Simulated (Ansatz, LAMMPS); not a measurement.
# Charge trapping in amorphous 29Ga2O3-71GeO2 (mol %) (86 atoms): runs compared

Does an extra electron or hole in amorphous 29Ga2O3-71GeO2 (mol %) (86 atoms) stay spread out, or do the atoms trap it?

Computed with Ansatz 0.2.0: Kohn-Sham DFT, PBE, PAW (set soft_1), plane waves.

## Step 1: The cell as built

The cell holds 86 atoms: 14 Ga, 17 Ge and 55 O. Cell: a = 10.123 Å, b = 10.123 Å, c = 10.123 Å, α = 90.0°, β = 90.0°, γ = 90.0°. 86 atoms (14 Fe, 17 Ge, 55 O) placed at random at 4.72 g/cm³, melted at 5000 K for 10 ps at fixed volume with the Morse and Coulomb pair potential with partial charges (Pedone, Malavasi, Menziani, Cormack and Segre, J. Phys. Chem. B 110, 11780 (2006)). Quenched from 5000 K to 300 K at 100 K/ps and fixed volume, held 5 ps, then minimised at fixed cell. Then Fe was replaced by Ga and the cell scaled by 1.006 (the potential has no terms for the new elements, so the cell is a start for a DFT relaxation).

What the set-up can't give: The quench rate of 100 K/ps far exceeds what a furnace or splat quench reaches, so expect more defects and frozen-in strain than in a real sample. The network of bonds at the start is that of the classical potential that made the cell, and needn't be the one that DFT or experiment would give. The Brillouin zone is sampled at Γ only, in a cell whose shortest periodic width is 10 Å.

## Step 2: The reference run

The reference is a single point at the end of the relaxation.

The charged cells start from the geometry of this run, on a uniform background, with spin and a narrow Fermi–Dirac smearing.

Its input, with most atom lines left out:

```yaml
crystal:
  lattice:
    - [10.12338, 0.0, 0.0]
    - [0.0, 10.12338, 0.0]
    - [0.0, 0.0, 10.12338]
  atoms:
    - { symbol: Ga, position: [0.73131, 0.1866, 0.20887] }
    - { symbol: Ga, position: [0.2397, 0.10275, 0.98175] }
    - { symbol: Ga, position: [0.56164, 0.01043, 0.39819] }
    - { symbol: Ga, position: [0.50635, 0.00762, 0.87759] }
    - { symbol: Ga, position: [0.7102, 0.87663, 0.12448] }
    - { symbol: Ga, position: [0.87037, 0.02032, 0.44099] }
    - { symbol: Ga, position: [0.31158, 0.55746, 0.20424] }
    [... atom lines 8 to 86 left out ...]
kpoints:
  mp_grid: { grid: [1, 1, 1] }
hamiltonian:
  xc: pbe
  pseudopotentials: { kind: paw, azcp: { folder: soft_1 } }
scf:
  occupations: { method: fermi_dirac, width: 0.025 }
output:
  forces: true
  stress: true
  populations: true
  dos:
    method: { smearing: { sigma: 0.15 } }
    de: 0.1
    projected: { site_lists: { Ga: [Ga], Ge: [Ge], O: [O] } }
  eigenvalues: true
  write_density: true
  write_potential: true
  volumetric_format: npy
```

| Quantity | Value |
| --- | --- |
| free energy per atom | -1827.6949 eV/atom |
| r.m.s. force component | 0.01172 eV/Å |
| pressure | 0.5009 GPa |

Filled and empty levels are parted by 1.49 eV (at Γ alone); a semilocal functional tends to put such gaps too low. In a disordered cell it changes from sample to sample, and tail or defect levels can set it.

## Step 3: The runs

Each row is one run, on 4 threads of Intel Xeon Platinum 8488C (Sapphire Rapids), shared host. The free energy is the program's total, comparable only between runs with the same functional, potentials and atoms; between charge states it hangs on the program's zero of potential.

| run | atoms | outcome | ionic steps, all passes | free energy (eV) | time | host memory (GiB) |
| --- | --- | --- | --- | --- | --- | --- |
| Single point at the start | 86 | converged | - | -157175.421 | 13 s | 1.7 |
| Relaxation | 86 | converged | 23 | -157181.764 | 2.7 min | 1.7 |
| Single point at the relaxed geometry | 86 | converged | - | -157181.764 | 17 s | 1.7 |
| An extra electron, atoms held | 86 | converged | - | -157173.931 | 39 s | 2.7 |
| An extra electron, atoms relaxed | 86 | converged | 3 | -157173.946 | 63 s | 2.7 |
| An extra electron, levels at the relaxed geometry | 86 | converged | - | -157173.946 | 39 s | 2.7 |
| Neutral at the geometry of the electron | 86 | converged | - | -157181.752 | 16 s | 1.7 |
| An extra hole, atoms held | 86 | converged | - | -157187.955 | 55 s | 2.8 |
| An extra hole, atoms relaxed | 86 | converged | 7 | -157188.115 | 2.6 min | 2.7 |
| An extra hole, levels at the relaxed geometry | 86 | converged | - | -157188.115 | 37 s | 2.7 |
| Neutral at the geometry of the hole | 86 | converged | - | -157181.456 | 18 s | 1.7 |

Local excerpt of 10 atoms (numbers count through the whole input) about O45, which holds the most spin of the extra hole after relaxation; x, y, z are measured from there.

| atom | x | y | z | distance (Å) | Löwdin charge (e) | moment (μB) |
| --- | --- | --- | --- | --- | --- | --- |
| O45 | 0.00 | 0.00 | 0.00 | 0.00 | -0.59 | 0.29 |
| Ga13 | 1.03 | 1.46 | -0.50 | 1.86 | 1.08 | 0.00 |
| Ga2 | -1.38 | -0.65 | -1.25 | 1.97 | 1.06 | 0.00 |
| Ge24 | -0.93 | -1.47 | 1.95 | 2.61 | 1.43 | 0.00 |
| O62 | -2.52 | 0.82 | -0.31 | 2.67 | -0.63 | 0.08 |
| O35 | 0.26 | -2.51 | 0.99 | 2.71 | -0.60 | 0.17 |
| O42 | -2.20 | -1.55 | 0.39 | 2.72 | -0.66 | 0.00 |
| O32 | -0.10 | -0.28 | -2.80 | 2.81 | -0.64 | 0.00 |
| O82 | 0.77 | 2.61 | 0.96 | 2.88 | -0.66 | 0.01 |
| O39 | -0.31 | -2.38 | -1.67 | 2.92 | -0.65 | 0.00 |

## Step 4: Energies and spread of the extra charge

Energies are differences within one cell and functional; the shift is the gain plus the neutral cell's energy at the new geometry, that is how much cheaper the vertical process becomes there. The spread is the participation number of the site moments (1/Σw², over the spin inside atomic spheres), with the atom that holds the largest share and the spin that the spheres hold in all.

| carrier | charged less neutral, atoms held (eV) | gain on relaxing (eV) | neutral cell at that geometry, less the reference (eV) | shift of the vertical energy (eV) | spread, atoms held | spread, relaxed |
| --- | --- | --- | --- | --- | --- | --- |
| electron | 7.833 | 0.015 | 0.012 | 0.027 | 74; Ge31 3 % of 0.19 μB | 73; Ge31 3 % of 0.21 μB |
| hole | -6.191 | 0.160 | 0.308 | 0.468 | 16; O45 15 % of 0.87 μB | 6; O45 33 % of 0.88 μB |

## Step 5: What came out

The extra electron gains 0.015 eV as the atoms relax, and its spin stays on about 73 atoms: it stays spread out at this level. The cell with the electron keeps a moment of only 0.47 μB where one unpaired electron should give 1 μB: the carrier is shared between both spins, which can hide trapping. With the atoms held, the spheres hold only 0.19 of the 0.45 μB, so the spread is read from a small part of the spin. The extra hole gains 0.16 eV as the atoms relax, and its spin goes from about 16 to 6 atoms: a partial localisation as the atoms move, with the largest share on O45. The O45–O62 distance goes from 2.83 to 2.67 Å. Adding the two vertical energies gives 1.64 eV, against a gap of 1.49 eV in the neutral cell. The zero of the potential cancels in this sum; the excess isn't taken apart here: charging of a small cell, filling of bands on a coarse mesh and the attraction to the background can all enter.

Caveats: Single energies of charged cells hang on the program's zero of potential. In the spin-polarised runs the search for a state of lower energy was switched off. No distortion was seeded, so a trapped state behind a barrier can't be found. Local and semilocal functionals favour spread-out charges, so trapping can be missed. Charged cells carry a uniform background, with no correction for images.

The DFT runs together took 10 min of wall time.

[Logs are printed without paths, hosts, clocks, repeated set-up lines and the standing remarks that a program may print on its own settings, such as how far it seeks lower states.]

[Hosts, paths, dates, database ids (printed as entryN), source tags and the programs' standing remarks are cut or masked in the printed files.]
